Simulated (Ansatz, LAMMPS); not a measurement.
# Structural relaxation of glassy 62SiO2-19Al2O3-19CaO (mol %) (118 atoms), part 2 of 2

Aim: bring glassy 62SiO2-19Al2O3-19CaO (mol %) (118 atoms) to a nearby minimum of the energy and see what moves.

Ansatz 0.2.0; Kohn-Sham DFT, PBEsol, PAW (set soft_2), plane waves.

The cell: 23 Si, 14 Al, 7 Ca and 74 O. The quench rate of 50 K/ps is many orders above laboratory rates. The starting topology of bonds comes from the classical model. Sampling is at Γ alone, for a cell whose shortest periodic width is 11 Å.

So far, density (g/cm³): step 5 (local order after relaxation) 2.71.

### 6. Single point at the relaxed geometry

One more single point at the end of the walk gives the fuller output and checks the residual forces.

File input.yaml:

```yaml
crystal:
  lattice:
    - [11.8377, 0.12285, -0.09994]
    - [0.12285, 11.12632, 0.07378]
    - [-0.09994, 0.07378, 11.59766]
  atoms:
    - { symbol: Si, position: [0.00495, 0.48659, 0.60001] }
    - { symbol: Si, position: [0.59826, 0.96771, 0.29914] }
    - { symbol: Si, position: [0.37781, 0.53312, 0.41123] }
    - { symbol: Si, position: [0.29938, 0.30122, 0.52337] }
    - { symbol: Si, position: [0.50808, 0.09132, 0.89221] }
    - { symbol: Si, position: [0.5117, 0.16619, 0.43533] }
    - { symbol: Si, position: [0.14061, 0.61412, 0.40433] }
    - { symbol: Si, position: [0.43904, 0.83373, 0.57476] }
    - { symbol: Si, position: [0.2217, 0.96666, 0.59764] }
    - { symbol: Si, position: [0.8418, 0.22367, 0.8675] }
    - { symbol: Si, position: [0.93524, 0.96484, 0.89629] }
    - { symbol: Si, position: [0.14353, 0.18264, 0.17592] }
    - { symbol: Si, position: [0.40987, 0.41097, 0.76666] }
    - { symbol: Si, position: [0.09631, 0.5577, 0.00234] }
    - { symbol: Si, position: [0.9669, 0.7953, 0.29322] }
    - { symbol: Si, position: [0.66991, 0.30782, 0.29956] }
    - { symbol: Si, position: [0.02612, 0.44342, 0.22708] }
    - { symbol: Si, position: [0.66931, 0.38089, 0.69973] }
    - { symbol: Si, position: [0.60129, 0.83407, 0.92255] }
    - { symbol: Si, position: [0.65688, 0.26864, 0.02637] }
    - { symbol: Si, position: [0.40588, 0.69696, 0.80579] }
    - { symbol: Si, position: [0.68455, 0.53528, 0.02544] }
    - { symbol: Si, position: [0.77984, 0.87918, 0.72635] }
    - { symbol: Al, position: [0.11628, 0.14226, 0.42874] }
    - { symbol: Al, position: [0.09296, 0.92837, 0.08599] }
    - { symbol: Al, position: [0.90231, 0.31431, 0.40476] }
    - { symbol: Al, position: [0.28895, 0.75153, 0.04443] }
    - { symbol: Al, position: [0.77041, 0.57405, 0.2745] }
    - { symbol: Al, position: [0.62709, 0.74528, 0.4159] }
    - { symbol: Al, position: [0.77582, 0.61984, 0.61822] }
    - { symbol: Al, position: [0.55824, 0.73885, 0.1576] }
    - { symbol: Al, position: [0.61081, 0.0432, 0.65115] }
    - { symbol: Al, position: [0.29312, 0.1983, 0.77053] }
    - { symbol: Al, position: [0.27793, 0.34177, 0.00054] }
    - { symbol: Al, position: [0.07902, 0.33675, 0.8379] }
    - { symbol: Al, position: [0.42953, 0.54331, 0.14144] }
    - { symbol: Al, position: [0.61454, 0.48001, 0.47047] }
    - { symbol: Ca, position: [0.80668, 0.04149, 0.44693] }
    - { symbol: Ca, position: [0.24338, 0.96017, 0.85362] }
    - { symbol: Ca, position: [0.87243, 0.51037, 0.83958] }
    - { symbol: Ca, position: [0.05568, 0.73477, 0.73982] }
    - { symbol: Ca, position: [0.85518, 0.72652, 0.05894] }
    - { symbol: Ca, position: [0.86101, 0.04796, 0.17047] }
    - { symbol: Ca, position: [0.33119, 0.94144, 0.30118] }
    - { symbol: O, position: [0.66327, 0.36468, 0.56257] }
    - { symbol: O, position: [0.66732, 0.896, 0.40576] }
    - { symbol: O, position: [0.38929, 0.74576, 0.67518] }
    - { symbol: O, position: [0.54182, 0.3798, 0.75203] }
    - { symbol: O, position: [0.68142, 0.4518, 0.33353] }
    - { symbol: O, position: [0.52895, 0.72687, 0.86136] }
    - { symbol: O, position: [0.05639, 0.0777, 0.12973] }
    - { symbol: O, position: [0.52057, 0.95271, 0.94107] }
    - { symbol: O, position: [0.05866, 0.43432, 0.71981] }
    - { symbol: O, position: [0.54813, 0.28003, 0.35564] }
    - { symbol: O, position: [0.76315, 0.76915, 0.64347] }
    - { symbol: O, position: [0.70039, 0.87594, 0.83773] }
    - { symbol: O, position: [0.57718, 0.11676, 0.77686] }
    - { symbol: O, position: [0.92606, 0.39819, 0.52923] }
    - { symbol: O, position: [0.5662, 0.57596, 0.08525] }
    - { symbol: O, position: [0.00967, 0.5144, 0.10389] }
    - { symbol: O, position: [0.1746, 0.25216, 0.51866] }
    - { symbol: O, position: [0.38578, 0.5513, 0.79224] }
    - { symbol: O, position: [0.77517, 0.24161, 0.36481] }
    - { symbol: O, position: [0.69118, 0.0506, 0.24376] }
    - { symbol: O, position: [0.91098, 0.92103, 0.33194] }
    - { symbol: O, position: [0.01539, 0.62721, 0.90661] }
    - { symbol: O, position: [0.2753, 0.07243, 0.6771] }
    - { symbol: O, position: [0.19208, 0.63857, 0.0558] }
    - { symbol: O, position: [0.77496, 0.19868, 0.9888] }
    - { symbol: O, position: [0.5162, 0.877, 0.22887] }
    - { symbol: O, position: [0.93933, 0.32206, 0.88902] }
    - { symbol: O, position: [0.40771, 0.70566, 0.12556] }
    - { symbol: O, position: [0.39309, 0.19797, 0.49356] }
    - { symbol: O, position: [0.47877, 0.52318, 0.50779] }
    - { symbol: O, position: [0.19771, 0.12445, 0.29704] }
    - { symbol: O, position: [0.7225, 0.51431, 0.71547] }
    - { symbol: O, position: [0.97429, 0.177, 0.40622] }
    - { symbol: O, position: [0.43754, 0.53083, 0.28938] }
    [... 34 atom lines left out ...]
    - { symbol: O, position: [0.74791, 0.61619, 0.93112] }
    - { symbol: O, position: [0.17216, 0.87196, 0.69091] }
    - { symbol: O, position: [0.06852, 0.93492, 0.93036] }
    - { symbol: O, position: [0.66428, 0.29109, 0.16291] }
    - { symbol: O, position: [0.92288, 0.59886, 0.64889] }
    - { symbol: O, position: [0.4887, 0.05144, 0.35034] }
kpoints:
  mp_grid: { grid: [1, 1, 1] }
hamiltonian:
  xc: pbesol
scf:
  occupations: { method: fixed }
output:
  forces: true
  stress: true
  populations: intrinsic
  dos:
    method: { smearing: { sigma: 0.08 } }
    de: 0.1
    projected: { site_lists: { Al: [Al], Ca: [Ca], O: [O], Si: [Si] } }
  eigenvalues: true
  write_density: true
  write_potential: true
  volumetric_format: npy
  elf: true
```

Started as:

```bash
ansatz run input.yaml --threads 4 --pin off --max-ram 8192MiB --backend cpu --events-out ev --progress --plain --runs-dir out
```

Wall time 63 s (4 threads of Arm Neoverse N1, shared host); peak memory 2.1 GiB; 4.1 min of CPU time.

Read from the output:

```
free energy                                      : -75847.2258 eV
free energy per atom                             : -642.7731 eV/atom
SCF cycles                                       : 10
pressure                                         : 0.009996 GPa
r.m.s. force component                           : 0.00706 eV/Å
longest force                                    : 0.03537 eV/Å
Fermi energy                                     : 3.795 eV
gap (highest filled to lowest empty level) : 4.194 eV
```

Intrinsic-atomic-orbital charges by element and coordination:

```
element  coordination  atoms  mean charge (e)  spread   least    most
     Al           all     14             1.30   0.034    1.23    1.36
     Al             4     11             1.31  0.0339    1.23    1.36
     Al             5      3             1.27  0.0102    1.26    1.28
     Ca           all      7             1.80  0.0133    1.78    1.82
     Ca             4      1             1.79       0    1.79    1.79
     Ca             5      2             1.79  0.0141    1.78    1.81
     Ca             7      3             1.80  0.0121    1.79    1.82
     Ca             8      1             1.78       0    1.78    1.78
      O           all     74           -0.938  0.0851   -1.23  -0.823
      O             2     31           -0.883  0.0261  -0.953  -0.847
      O             3     40           -0.969  0.0876   -1.23  -0.823
      O             4      3            -1.08  0.0711   -1.18   -1.03
     Si           all     23             1.68  0.0404    1.60    1.74
```

States in the cell by windows of 1 eV, zero at the Fermi level; the larger projections on atomic orbitals stand beside the total:

```
from (eV)  to (eV)  total   O p  Si p
      -14      -10    0.0   0.0   0.0
      -10       -9    4.2   2.7   0.2
       -9       -8   12.4   8.3   0.7
       -8       -7   18.0  12.6   1.4
       -7       -6   27.0  20.0   3.2
       -6       -5   37.2  28.4   4.2
       -5       -4   47.7  37.7   4.5
       -4       -3   69.7  59.4   3.5
       -3       -2   83.9  76.6   2.0
       -2       -1   86.9  82.1   1.2
       -1        0   56.3  53.9   0.5
        0        1    0.8   0.7   0.0
        1        4    0.0   0.0   0.0
        4        5    2.0   0.0   0.0
```

The curve was stored every 0.10 eV, coarse against its broadening of 0.08 eV, so these counts are rough.

With fixed occupations the program's Fermi level is the highest filled level; weight inside the gap is the broadening of levels at its edges.

Between -26 and -14 eV lie 190 more states.

The levels nearest the highest filled one (over half full), pooled over k-points and spins:

```
level less the highest filled one (eV)  occupation
                                -0.225           2
                                -0.189           2
                                -0.153           2
                               -0.0969           2
                               -0.0617           2
                                     0           2
                                  4.19           0
                                  5.53           0
                                  5.62           0
                                  5.65           0
                                  5.75           0
                                  5.83           0
```

ELF in the ab plane at fractional z = 0.289, with atoms of Si and Al and Ca and O within 0.2 Å of it. It is the smooth field of the valence electrons, not physical close to the nuclei.

Ten even steps from '0' (0.00) to '9' (0.85), each cell a mean:
```
200000004999950122212355410268986
310000006999961256631221000599997
310000003899831689863221000489997
111000000244202788741110000146753
122210000000001355311110000123212
255431000000000011125775102678731
355541000000000000379898315988983
122221001100000001588589516976983
000121001100134410279999514999962
025776200001589972024564100465410
168889620014886896100122100021110
279769830015886896103688720477763
359999720002689983027999841599898
424555300000145520026999730597589
322110000000000000013798510389886
146530000000000145542122211036641
257641000000001489874121454211110
135420010000001479875113777620000
001113565200000135543113577620111
100258898620000001110001134310122
100388579840013442001343100000022
000379889720037887313799741000000
000148996211037998525999972000000
000013431378513677514899851013442
```
Columns run along a (11.8 Å), rows up along b (11.1 Å). Atoms in or near the plane, at fractional coordinates: Si at (0.60, 0.97), Si at (0.97, 0.80), Si at (0.67, 0.31), Al at (0.77, 0.57), Ca at (0.33, 0.94), O at (0.20, 0.12), O at (0.44, 0.53), O at (0.12, 0.52), O at (0.88, 0.69), O at (0.65, 0.68), O at (0.91, 0.43).

Valence density in the ab plane at fractional z = 0.289, with atoms of Si and Al and Ca and O within 0.2 Å of it. It is the smooth field of the valence electrons, not physical close to the nuclei.

Ten steps, logarithmic in the rise over the least value, from '0' (0.0 e/Å³) to '9' (6.4 e/Å³), each cell a mean:
```
100000014799852334322444321245653
210000014799853345543332111257864
311000002577642456543321101246764
322100000133212355532211000134543
333210000000001233322221000123321
344321000000000011234543112355542
333321000000000001257885323689753
222211000000000001358996434799853
111221111111122211246875323577632
123454211112356642123443211343311
236886410013589963111233211222211
357998420012589963112455422234443
446776310001356642113677532368875
434443100000122211124677532379986
333221000000000001123455321257864
233321000000000013333333322223432
234321000000000134554213433211111
223321100000000134554334444321111
112223332100000123332223444311111
111246775200000011111112222210111
111358997310001222111233211100011
001247986310013444323466431100000
000124554222123565434677632111110
000011222466533455434566532123321
```
Columns run along a (11.8 Å), rows up along b (11.1 Å). Atoms in or near the plane, at fractional coordinates: Si at (0.60, 0.97), Si at (0.97, 0.80), Si at (0.67, 0.31), Al at (0.77, 0.57), Ca at (0.33, 0.94), O at (0.20, 0.12), O at (0.44, 0.53), O at (0.12, 0.52), O at (0.88, 0.69), O at (0.65, 0.68), O at (0.91, 0.43).

Mean intrinsic-atomic-orbital charges: Al +1.30, Ca +1.80, O -0.94, Si +1.68 e.

A closer look about Al28, which has 5 bonded neighbours where the commonest count for Al is 4: 10 atoms, nearest first, numbered in the order of the input, with positions taken from that point.

```
atom      x      y      z  distance (Å)  bonds  intrinsic-atomic-orbital charge (e)
Al28   0.00   0.00   0.00          0.00      5                                 1.27
 O85   0.09  -0.43  -1.68          1.74      3                                -0.99
 O86   1.26   1.28   0.01          1.80      3                                -0.95
 O49  -1.07  -1.37   0.68          1.87      3                                -0.86
 O94  -1.45   1.20   0.05          1.88      3                                -0.91
O101   1.60  -1.53   0.24          2.23      3                                -0.86
O109  -0.84   0.46   2.46          2.64      3                                -0.90
Al29  -1.69   1.90   1.67          3.04      4                                 1.33
Si22  -1.00  -0.46  -2.88          3.08      4                                 1.62
Al37  -1.88  -1.05   2.28          3.14      4                                 1.32
```

The column of bonds counts only the pairs O-Si within 2.08 Å, O-Al within 2.43 Å, O-Ca within 3.08 Å; other neighbours, such as metal atoms beside each other in a compound, aren't counted, and periodic images can show an atom twice.

### 7. Outcome

- energy change in the relaxation: -47.08 meV/atom
- r.m.s. displacement: 0.196 Å
- largest displacement: 0.423 Å
- free energy per atom: -642.7731 eV/atom
- pressure: 0.009996 GPa
- r.m.s. force component: 0.00706 eV/Å
- gap (highest filled to lowest empty level): 4.194 eV
- wall time of the 3 DFT runs: 12 min

Relaxation lowers the energy by 47.1 meV/atom and moves atoms by 0.20 Å r.m.s.; the r.m.s. force component goes from 0.79 to 0.0071 eV/Å, the pressure goes from 4.9 to 0.0100 GPa, and the gap from 3.84 to 4.19 eV. Displacements are taken in the final cell, so they leave out its strain. By the final cutoffs 2 of 191 bonded pairs parted and 5 joined. The cell grew by 1.0 % in volume. From the first step to the last the energy fell by 5.555 eV, across changes of basis, and the largest move was 0.42 Å (Ca39). The O-Ca bonds change most in mean length: from 2.524 Å (spread 0.223) to 2.481 Å (spread 0.224), and their number from 41 to 43. Counting bonds as in the table, 79 % of Al atoms have 4, 43 % of Ca atoms have 7, 54 % of O atoms have 3 and all Si atoms have 4 bonded neighbours. 80 % of the oxygens bridge two formers (Si and Al) and 8 % are non-bridging; 12 % join three. The highest filled and lowest empty levels differ by 4.19 eV (at Γ alone); a semilocal functional tends to put such gaps too low. In a disordered cell it changes from sample to sample, and tail or defect levels can set it.

**Limits.** The network of bonds at the start is that of the classical potential that made the cell; in DFT 2 of its 191 bonded pairs passed out of the cutoffs and 5 came within them.

[Logs are printed without paths, hosts, clocks, repeated set-up lines and the standing remarks that a program may print on its own settings, such as how far it seeks lower states.]

[Hosts, paths, dates, database ids (printed as entryN), source tags and the programs' standing remarks are cut or masked in the printed files.]
